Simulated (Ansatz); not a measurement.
## Changed inputs in constrained RPA: RbPdCl3 (Pm-3m)

Aim: hold the target of a cRPA run on RbPdCl3 (Pm-3m) and move one thing at a time.

Calculated with Ansatz 0.2.0; constrained RPA on LDA, plane waves, PAW.

**1. Set-up**

It takes space group Pm-3m (No. 221, cubic). Conventional cell: a = 4.948 Å, b = 4.948 Å, c = 4.948 Å, α = 90.00°, β = 90.00°, γ = 90.00°. Nearest to Rb lie 12 Cl at 3.50 Å. Nearest to Pd lie 6 Cl at 2.47 Å. Cl has 2 Pd at 2.47 Å and 4 Rb at 3.50 Å nearest. Farther neighbours and most contacts between anions are not listed.

The cell and positions are those that the Materials Project relaxed with its own functionals (PBE, PBE+U or r2SCAN), kept fixed. The default PAW set here is soft_2. Its files were made with PBE.

**2. Base: Pd d + anion p, bands v13 to c1, 4×4×4 mesh, medium accuracy**

Constrained RPA screens the interaction with every transition except those inside the target bands, which a later many-body model would treat itself.

input.yaml reads:

```yaml
crystal:
  lattice:
    - [-4.94767089, 0.0, 0.0]
    - [0.0, 0.0, -4.94767089]
    - [0.0, -4.94767089, 0.0]
  atoms:
    - { symbol: Rb, position: [0.0, 0.0, 0.0] }
    - { symbol: Pd, position: [0.5, 0.5, 0.5] }
    - { symbol: Cl, position: [0.0, 0.5, 0.5] }
    - { symbol: Cl, position: [0.5, 0.0, 0.5] }
    - { symbol: Cl, position: [0.5, 0.5, 0.0] }
kpoints:
  mp_grid: { grid: [8, 8, 8] }
hamiltonian:
  xc: lda
scf:
  occupations: { method: gaussian, width: 0.08 }
  n_extra_bands: 19
  max_iter: 150
output:
  crpa:
    kmesh: [4, 4, 4]
    target_bands: [v13, c1]
    projections: [{ species: Pd, l: d, shell: 4 }, { species: Cl, l: p, shell: 3 }]
  local_orbitals:
    kmesh: [8, 8, 8]
    orbitals: [{ species: Pd, l: d, shell: 4 }, { species: Cl, l: p, shell: 3 }]
    window: { bands: [v13, c1] }
    seedname: lo
```

Started as:

```
ansatz run input.yaml --threads 4 --pin off --max-ram 9216MiB --backend cpu --events-out ev --progress --plain --runs-dir out
```

Numbers of over 12 decimals in the logs are rounded to 6 here.

Output:

```text
scf.n_extra_bands = 19 over 24 filled bands (N_el = 48.0): the run solves 43 bands
Engine: ansatz 0.2.0, aarch64-unknown-linux-gnu
Pseudopotentials: kind: paw
Pseudopotential: Rb, paw, valence charge 9, recommended cutoff 420 eV (normal), Rb.paw.azcp
Pseudopotential: Pd, paw, valence charge 18, recommended cutoff 420 eV (normal), Pd.paw.azcp
Pseudopotential: Cl, paw, valence charge 7, recommended cutoff 420 eV (normal), Cl.paw.azcp
Functional definition: SPW92
  exchange = slater_x
  correlation = pw_c
Crystal: 5 atoms, lattice volume = 121.116 Å³
Basis set: ecut = 420 eV, 2373 PW (Γ)
Bands: 43, of which v1, the nominal top of the filled ones, is band 24 counted from 1 (23 counted from 0)
Symmetry: 48 space group operations
Space group: Pm-3m (ITA 221), of the structure as read, at distance tolerance 4.9e-5 Å
k-points: 35 of 512
Non-local potential: Rb, projectors of the file, l = 0: 3, l = 1: 2, l = 2: 2
Non-local potential: Pd, projectors of the file, l = 0: 2, l = 1: 2, l = 2: 2, l = 3: 1
Non-local potential: Cl, projectors of the file, l = 0: 2, l = 1: 2, l = 2: 2
PAW form: soft (Blöchl's): semilocal exchange-correlation on the pseudo side does not see the compensation charge
PAW frozen core: Rb, regenerated for the run's functional, and the local potential with it (the file was generated under x = pbe(κ = 0.804, μ = 0.219515), c = pbe(β = 0.066725))
PAW frozen core: Pd, regenerated for the run's functional, and the local potential with it (the file was generated under x = pbe(κ = 0.804, μ = 0.219515), c = pbe(β = 0.066725))
PAW frozen core: Cl, regenerated for the run's functional, and the local potential with it (the file was generated under x = pbe(κ = 0.804, μ = 0.219515), c = pbe(β = 0.066725))
PAW one-centre angular grid: Rb, 110 points (default); XC on 64 Gauss nodes
PAW one-centre angular grid: Pd, 590 points (default); XC on 64 Gauss nodes
PAW one-centre angular grid: Cl, 110 points (default); XC on 64 Gauss nodes
Initial density: superposition of atomic densities (neutral atoms: chi_scale 0, normalization atom), corrected by the library's trained network
Initial wavefunctions: pseudopotential atomic-orbital guess
Functional: x = slater, c = lda
SCF iter   1: F=—  HF=-13153.195903 eV  |F-HF|=—  |Δ(HF+E_count)|=         —  Δρ=7.37e-3  dr2=5.66e-2  ethr=1.77e-3  ⟨swp⟩=6.0  Hψ=6917  notcnv=0  defer=293
preconditioner: auto → Kerker (q_TF=auto, 2.338 Å⁻¹)  [metal: Δε(μ)=0.068 eV  Ē_g=14.667 eV  σ=0.080 eV  W_gap=0.42  n_scr=26 (ndim 8)  ℏωp=20.8 eV  f_vac=0.028  D(μ)=0.97/eV (n_scr^D=0)]
SCF iter   2: F=—  HF=-13153.183366 eV  |F-HF|=—  |Δ(HF+E_count)|=   1.25e-2  Δρ=3.78e-3  dr2=1.58e-2  ethr=1.18e-4  ⟨swp⟩=2.3  Hψ=2417  notcnv=0  defer=380
[...]
Fermi energy:    5.469092 eV
--- Per-component energies (eV) ---
  E_band       = -473.628460
  E_kinetic    = 1185.911802
  E_local      = -4656.126050  (includes V_loc(G=0)·N_el)
  E_nonlocal   = 492.717708
  E_hartree    = 1789.695107
  E_xc         = -612.381441
  E_vxc        = -709.335274  (∫ρ·V_xc dr)
  E_paw        = -8022.129128  (= ΣΔE_a)
  E_vpaw       = -366.183998  (= ΣTr[D̂ρ^β])
  E_aug_tail   = 0.000487  (compensation charges beyond the density's cutoff)
  E_ewald      = -3332.387435
  E_core_change = 1.523468  (= ΣΔE_core)
  E_smearing   = -0.003174  (= −TS)
  E_closure    = -0.000000  (closes the sum)
  Σ components = -13153.178657   (vs F -13153.178657, Δ=0.00e0)
--- Band table (eV; the first three rows and the last of 35) ---
  k-point 0: bands = [... 20 lower, 3.5164, 3.5164, 3.6008, 3.6008, 3.6008, 8.7004, 9.6602, 10.6962, ... 15 higher]
  k-point 1: bands = [... 20 lower, 3.4137, 3.5169, 3.7801, 3.7801, 4.1727, 8.9948, 9.8716, 10.8413, ... 15 higher]
  k-point 2: bands = [... 20 lower, 3.4148, 3.5180, 4.1370, 4.1370, 4.7042, 9.8323, 10.4432, 11.2451, ... 15 higher]
  k-point 34: bands = [... 20 lower, 4.5883, 4.5883, 4.5883, 7.3622, 7.3622, 10.9820, 11.0907, 11.0907, ... 15 higher]
--- cRPA (band scheme, projected local orbitals): target bands 12..25 (1-based), 14 Wannier function(s), 4×4×4 mesh, 50 bands' worth read of 55 solved, ecut_chi 136.0 eV, v(q+G=0) probe_charge, pair densities all_electron ---
  bands read: the sum over 50 bands ends inside a degenerate multiplet in 10 slots, whose members it reads at an even weight; the widest, k=0: bands 50 to 52 (counted from 1) at 1/3 each
  χ-basis size per q: N_G = 418..461
  window electrons = 26.0000, filled by tetrahedron_uncorrected; constrained ε̄⁻¹(q = 0, 0) head = 0.358891; min gauge Gram eig = 0.8499
  Kanamori averages over each shell's own Wannier functions (sites counted from 0, functions from 1):
  Each shell's averages of U are screened by what lies outside the whole window alone: parameters of one model of all the shells.
    Site 1, 4D, 5 of 5 d orbitals (Wannier functions 1, 2, 3, 4, 5; wannier90's mr 1, 2, 3, 4, 5):
      screened: U = 6.7358 eV, U' = 5.6983 eV, J = 0.5145 eV
      screened, to within: U = 6.7e-3 eV, U' = 6.7e-3 eV, J = 7.3e-4 eV
      bare: V = 17.6653 eV, V' = 16.3144 eV, J = 0.6689 eV
    Site 2, 3P, 3 of 3 p orbitals (Wannier functions 6, 7, 8; wannier90's mr 1, 2, 3):
      screened: U = 5.8850 eV, U' = 4.8720 eV, J = 0.4920 eV
      screened, to within: U = 6.2e-3 eV, U' = 6.2e-3 eV, J = 6.8e-4 eV
      bare: V = 13.5683 eV, V' = 12.0899 eV, J = 0.7185 eV
    Site 3, 3P, 3 of 3 p orbitals (Wannier functions 9, 10, 11; wannier90's mr 1, 2, 3):
      screened: U = 5.8850 eV, U' = 4.8720 eV, J = 0.4920 eV
      screened, to within: U = 6.2e-3 eV, U' = 6.2e-3 eV, J = 6.8e-4 eV
      bare: V = 13.5683 eV, V' = 12.0899 eV, J = 0.7185 eV
    Site 4, 3P, 3 of 3 p orbitals (Wannier functions 12, 13, 14; wannier90's mr 1, 2, 3):
      screened: U = 5.8850 eV, U' = 4.8720 eV, J = 0.4920 eV
      screened, to within: U = 6.2e-3 eV, U' = 6.2e-3 eV, J = 6.8e-4 eV
      bare: V = 13.5683 eV, V' = 12.0899 eV, J = 0.7185 eV
  Hermiticity witness max|P − P†| over intra, direct and exchange elements: 1.24e-14 eV (screened), 2.79e-17 eV (bare)
  Reality witness max|Im| over intra, direct and exchange elements: 4.70e-9 eV (screened), 1.49e-12 eV (bare)
[key lines of the parts left out:]
SCF converged after 8 iterations
Free energy (F): -13153.178657 eV
```

Elapsed: 8 min, on 4 threads of Arm Neoverse V2, shared host; peak memory 0.99 GiB.

This step gave:

| Quantity | Value |
| --- | --- |
| U | 6.736 eV |
| U prime (inter-orbital) | 5.698 eV |
| J | 0.5145 eV |
| bare V | 17.67 eV |
| bare J | 0.6689 eV |
| stated bound on U | 0.006685 eV |
| U over bare V | 0.3813 |
| electrons in the window | 26.00 |
| head of the constrained inverse dielectric matrix | 0.3589 |
| least eigenvalue of the projection's overlap | 0.8499 |
| target functions | 14 |
| bands in the sums | 50 |
| r.m.s. miss of the model bands | 4.22e-5 eV |
| width of the target bands | 8.146 eV |
| weight of the projected orbitals in the window | 0.9728 |

On the Pd d shell, screening brings the on-site interaction from 17.7 eV down to U = 6.74 eV.

**3. Changed: 2×2×2 mesh**

input.yaml, the sections that differ from step 2:

```yaml
output:
  crpa:
    kmesh: [2, 2, 2]
    target_bands: [v13, c1]
    projections: [{ species: Pd, l: d, shell: 4 }, { species: Cl, l: p, shell: 3 }]
# crystal, kpoints, hamiltonian, scf: as in step 2
```

Output:

```text
[...]
Crystal: 5 atoms, lattice volume = 121.116 Å³
Basis set: ecut = 420 eV, 2373 PW (Γ)
Bands: 43, of which v1, the nominal top of the filled ones, is band 24 counted from 1 (23 counted from 0)
Symmetry: 48 space group operations
[...]
k-points: 35 of 512
[...]
SCF iter   1: F=—  HF=-13153.195903 eV  |F-HF|=—  |Δ(HF+E_count)|=         —  Δρ=7.37e-3  dr2=5.66e-2  ethr=1.77e-3  ⟨swp⟩=6.0  Hψ=6917  notcnv=0  defer=293
[...]
SCF iter   8: F=-13153.178657 eV  HF=-13153.178657 eV  |F-HF|=1.39e-9  |Δ(HF+E_count)|=   1.65e-8  Δρ=3.70e-6  dr2=2.45e-8  ethr=2.08e-10  ⟨swp⟩=10.7  Hψ=7314  notcnv=0
SCF 1 converged in 8 iterations: F = -13153.178657 eV  dr2 = 2.45e-8
[...]
NSCF: frozen V_eff on 4 k-points
[...]
cRPA screening: q 1/8
cRPA screening: q 2/8
cRPA screening: q 5/8 (q-point 4)
cRPA screening: q 8/8
SCF converged after 8 iterations
Free energy (F): -13153.178657 eV
[...]
χ-basis size per q: N_G = 418..461
[...]
screened: U = 6.8759 eV, U' = 5.8353 eV, J = 0.5159 eV
      screened, to within: U = 9.6e-3 eV, U' = 9.6e-3 eV, J = 7.6e-4 eV
      bare: V = 17.7337 eV, V' = 16.3809 eV, J = 0.6700 eV
    Site 2, 3P, 3 of 3 p orbitals (Wannier functions 6, 7, 8; wannier90's mr 1, 2, 3):
      screened: U = 5.9220 eV, U' = 4.9041 eV, J = 0.4936 eV
      screened, to within: U = 7.2e-3 eV, U' = 7.2e-3 eV, J = 7.3e-4 eV
      bare: V = 13.6793 eV, V' = 12.1958 eV, J = 0.7200 eV
    Site 3, 3P, 3 of 3 p orbitals (Wannier functions 9, 10, 11; wannier90's mr 1, 2, 3):
      screened: U = 5.9220 eV, U' = 4.9041 eV, J = 0.4936 eV
      screened, to within: U = 7.2e-3 eV, U' = 7.2e-3 eV, J = 7.3e-4 eV
      bare: V = 13.6793 eV, V' = 12.1958 eV, J = 0.7200 eV
    Site 4, 3P, 3 of 3 p orbitals (Wannier functions 12, 13, 14; wannier90's mr 1, 2, 3):
      screened: U = 5.9220 eV, U' = 4.9041 eV, J = 0.4936 eV
      screened, to within: U = 7.2e-3 eV, U' = 7.2e-3 eV, J = 7.3e-4 eV
      bare: V = 13.6793 eV, V' = 12.1958 eV, J = 0.7200 eV
[...]
[key lines of the parts left out:]
Fermi energy:    5.469092 eV
```

The job ended after 34 s (4 threads; peak memory 0.81 GiB).

Numbers from this step:

```yaml
u: 6.876 eV
u_prime_inter_orbital: 5.835 eV
j: 0.5159 eV
bare_v: 17.73 eV
bare_j: 0.6700 eV
stated_bound_on_u: 0.009576 eV
u_over_bare_v: 0.3877
electrons_in_the_window: 26.00
head_of_the_constrained_inverse_dielectric_matrix: 0.3468
least_eigenvalue_of_the_projection_s_overlap: 0.8499
target_functions: 14
bands_in_the_sums: 50
width_of_the_target_bands: 8.146 eV
weight_of_the_projected_orbitals_in_the_window: 0.9728
```

On the Pd d shell, screening brings the on-site interaction from 17.7 eV down to U = 6.88 eV.

**4. Changed: accuracy low**

input.yaml: that of step 3 with these lines changed.

```diff
@@ -21,4 +21,5 @@
   crpa:
-    kmesh: [2, 2, 2]
+    kmesh: [4, 4, 4]
     target_bands: [v13, c1]
     projections: [{ species: Pd, l: d, shell: 4 }, { species: Cl, l: p, shell: 3 }]
+    accuracy: low
```

Output:

```text
[...]
Crystal: 5 atoms, lattice volume = 121.116 Å³
Basis set: ecut = 420 eV, 2373 PW (Γ)
Bands: 43, of which v1, the nominal top of the filled ones, is band 24 counted from 1 (23 counted from 0)
Symmetry: 48 space group operations
[...]
k-points: 35 of 512
[...]
screened: U = 5.8735 eV, U' = 4.8631 eV, J = 0.4908 eV
      screened, to within: U = 8.3e-2 eV, U' = 8.3e-2 eV, J = 7.9e-3 eV
      bare: V = 13.5683 eV, V' = 12.0899 eV, J = 0.7185 eV
    Site 4, 3P, 3 of 3 p orbitals (Wannier functions 12, 13, 14; wannier90's mr 1, 2, 3):
      screened: U = 5.8735 eV, U' = 4.8631 eV, J = 0.4908 eV
      screened, to within: U = 8.3e-2 eV, U' = 8.3e-2 eV, J = 7.9e-3 eV
      bare: V = 13.5683 eV, V' = 12.0899 eV, J = 0.7185 eV
[...]
[key lines of the parts left out:]
SCF converged after 8 iterations
Free energy (F): -13153.178657 eV
Fermi energy:    5.469092 eV
```

Wall time 4 min (4 threads); peak memory 0.89 GiB; 15 min of CPU time.

Numbers from this step:

```yaml
u: 6.713 eV
u_prime_inter_orbital: 5.677 eV
j: 0.5134 eV
bare_v: 17.67 eV
bare_j: 0.6689 eV
stated_bound_on_u: 0.1759 eV
u_over_bare_v: 0.3800
electrons_in_the_window: 26.00
head_of_the_constrained_inverse_dielectric_matrix: 0.3589
least_eigenvalue_of_the_projection_s_overlap: 0.8499
target_functions: 14
bands_in_the_sums: 50
width_of_the_target_bands: 8.146 eV
weight_of_the_projected_orbitals_in_the_window: 0.9728
```

On the Pd d shell, screening brings the on-site interaction from 17.7 eV down to U = 6.71 eV.

**5. Changed: sums over states on smooth products**

input.yaml: that of step 4 with these lines changed.

```diff
@@ -24,2 +24,5 @@
     projections: [{ species: Pd, l: d, shell: 4 }, { species: Cl, l: p, shell: 3 }]
-    accuracy: low
+    accuracy: sum_over_states
+    pair_densities: pseudo
+    n_empty_bands: 48
+    ecut_chi: 136
```

Output:

```text
[...]
Crystal: 5 atoms, lattice volume = 121.116 Å³
Basis set: ecut = 420 eV, 2373 PW (Γ)
Bands: 43, of which v1, the nominal top of the filled ones, is band 24 counted from 1 (23 counted from 0)
Symmetry: 48 space group operations
[...]
k-points: 35 of 512
[...]
screened: U = 6.1327 eV, U' = 4.9482 eV, J = 0.5751 eV
      bare: V = 13.5683 eV, V' = 12.0899 eV, J = 0.7185 eV
    Site 3, 3P, 3 of 3 p orbitals (Wannier functions 9, 10, 11; wannier90's mr 1, 2, 3):
      screened: U = 6.1327 eV, U' = 4.9482 eV, J = 0.5751 eV
      bare: V = 13.5683 eV, V' = 12.0899 eV, J = 0.7185 eV
    Site 4, 3P, 3 of 3 p orbitals (Wannier functions 12, 13, 14; wannier90's mr 1, 2, 3):
      screened: U = 6.1327 eV, U' = 4.9482 eV, J = 0.5751 eV
      bare: V = 13.5683 eV, V' = 12.0899 eV, J = 0.7185 eV
[...]
[key lines of the parts left out:]
SCF converged after 8 iterations
Free energy (F): -13153.178657 eV
Fermi energy:    5.469092 eV
```

It took 20 s on 4 threads; peak memory 0.69 GiB; 76 s of CPU time.

This variant gives U = 7.26 eV against 6.74 eV. It is a finite sum over empty states with no bound on its error and stays out of the table below.

**6. Changed: orbitals of another atom**

input.yaml: that of step 5 with these lines changed.

```diff
@@ -23,6 +23,2 @@
     target_bands: [v13, c1]
-    projections: [{ species: Pd, l: d, shell: 4 }, { species: Cl, l: p, shell: 3 }]
-    accuracy: sum_over_states
-    pair_densities: pseudo
-    n_empty_bands: 48
-    ecut_chi: 136
+    projections: [{ species: Cl, l: p }]
```

Output:

```text
Error: invalid value for `output.crpa.projections`: 9 orbital(s) selected but the target window spans 14 band(s); name one orbital per band of it
```

Wall time 0.1 s (4 threads); peak memory 0.091 GiB.

The program refused the input before any cycle.

The program's message: “Error: invalid value for `output.crpa.projections`: 9 orbital(s) selected but the target window spans 14 band(s); name one orbital per band of it”

The fault put into this input: trial orbitals that do not match the target bands.

(Continued in part 2 of 2.)

[Paths, hosts, dates, memory and timing lines, banners, echoed tables and standing remarks are left out of the program output.]

[Logs are printed without paths, hosts, clocks, repeated set-up lines and the standing remarks that a program may print on its own settings, such as how far it seeks lower states.]

[Runs of the session that timed out or met a known fault of the program may be left out.]

[Hosts, paths, dates, database ids (printed as entryN), source tags and the programs' standing remarks are cut or masked in the printed files.]
